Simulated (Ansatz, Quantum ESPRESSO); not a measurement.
## TaN (rock salt): bulk modulus from a few volumes

How stiff is rock salt TaN under hydrostatic load? Each row scales the relaxed cell evenly and relaxes the atoms. The symmetry of the cell is held, so distortions that would lower it, which this phase may prefer, aren't tested. The phase is followed to these pressures whether or not it stays the stable one.

Calculated with Quantum ESPRESSO 7.5, LDA, GBRV 1.5 ultrasoft potentials, cutoff 680 eV, Fermi–Dirac smearing 0.05 eV, k-mesh 17×17×17, no spin polarisation, no spin-orbit coupling.

Reference cell, relaxed at zero pressure with LDA (Fm-3m): a = 3.0748 Å, b = 3.0748 Å, c = 3.0748 Å, α = 60.00°, β = 60.00°, γ = 60.00°.

```csv
atom,x,y,z
Ta,0.0000,0.0000,0.0000
N,0.5000,0.5000,0.5000
```

| V (Å³/atom) | V/V0 | P (GPa) | E − E0 (meV/atom) |
| --- | --- | --- | --- |
| 9.6612 | 0.9400 | 26.779 | 50.6 |
| 9.8667 | 0.9600 | 16.872 | 22.1 |
| 10.0723 | 0.9800 | 7.979 | 5.6 |
| 10.6890 | 1.0400 | −13.596 | 16.9 |
| 10.8945 | 1.0600 | −19.359 | 37.6 |

V0 = 10.2778 Å³ an atom, where the residual pressure P0 is −0.003 GPa. **Question.** Fit the Birch–Murnaghan law and give the pressure and the energy at V = 10.4834 Å³ an atom, a row left out above.

With the Eulerian strain f = ½[(V0/V)^(2/3) − 1] and F = (P − P0)/[3f(1 + 2f)^(5/2)], the third-order law is the line F = B0 + (3/2) B0 (B′ − 4) f.

| f | F (GPa) |
| --- | --- |
| 0.02105 | 382.48 |
| 0.01379 | 380.97 |
| 0.00678 | 379.56 |
| −0.01291 | 374.77 |
| −0.01905 | 373.20 |

A straight line through the 5 rows: the means are 0.001932 for f and 378.2 for F, Σ(Δx)² = 0.00119 and ΣΔxΔy = 0.2771, so the slope is 0.2771/0.00119 = 232.82 and the intercept 378.2 − (232.82)(0.001932) = 377.75.

Hence B0 = 377.7 GPa and B′ = 4 + (232.8)/(1.5 × 377.7) = 4.41. For the withheld volume f = −0.00656, F = 376.22 GPa and P = −7.17 GPa. The run itself gives −7.17 GPa, so the estimate misses by 0.00 GPa, a rounding's worth.

Integrating the same law gives E − E0 = (9/2) B0 V0 f²[1 + (B′ − 4) f] + P0(V0 − V), with 1 GPa Å³ = 6.2415 meV: 4.7 meV an atom. The run itself gives 4.1 meV, so the estimate misses by 0.6 meV; the fitted rows themselves lie up to 1.9 meV off the law.

The same fit over all rows at other levels or in other programs gives B0 = 358 GPa with PBEsol (Ansatz) and 352 GPa with r2SCAN (Ansatz).

[Logs are printed without paths, hosts, clocks, repeated set-up lines and the standing remarks that a program may print on its own settings, such as how far it seeks lower states.]
